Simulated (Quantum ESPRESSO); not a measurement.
**HfO2 (001), fluorite: the electronic dielectric constant against in-plane strain**

How does ε∞, from linear response (ph.x, fixed occupations, ions clamped), follow the in-plane strain? The symmetry of the cell is held, so distortions that would lower it, which this phase may prefer, aren't tested.

Calculated with Quantum ESPRESSO 7.5, PBEsol, GBRV 1.5 ultrasoft potentials, cutoff 680 eV, Fermi–Dirac smearing 0.02 eV, k-mesh 8×8×6, no spin polarisation, no spin-orbit coupling.

| in-plane strain (%) | V (Å³/atom) | ε_xx | ε_yy | ε_zz | mean | gap (eV) |
| --- | --- | --- | --- | --- | --- | --- |
| −3 | 10.098 | 5.165 | 5.165 | 5.469 | 5.266 | 3.442 |
| −2 | 10.262 | 5.192 | 5.192 | 5.391 | 5.258 | 3.627 |
| 0 | 10.600 | 5.262 | 5.262 | 5.265 | 5.263 | 3.773 |
| 1 | 10.774 | 5.306 | 5.306 | 5.216 | 5.276 | 3.623 |
| 2 | 10.951 | 5.354 | 5.354 | 5.175 | 5.294 | 3.462 |
| 3 | 11.132 | 5.406 | 5.406 | 5.142 | 5.318 | 3.264 |

**Question.** Give the mean ε∞ and the long-wavelength refractive index at x = -1, a row left out above (x is the first column).

Least squares with ε = e0 + e1 x + e2 x² gives e0 = 5.2634, e1 = 0.0087929 and e2 = 0.003174. At x = -1 this is 5.258, so n = √ε = 2.293 as an average over directions. The run itself gives 5.257, so the estimate misses by 0.001, a rounding's worth.

Along the table the mean ε∞ doesn't follow the smallest gap simply. Semilocal functionals tend to give ε∞ too large, the k-mesh wasn't converged for it (a zone-centred mesh of this size overestimates it where the gap is small), and polar lattice vibrations add to the static constant, which isn't calculated here.
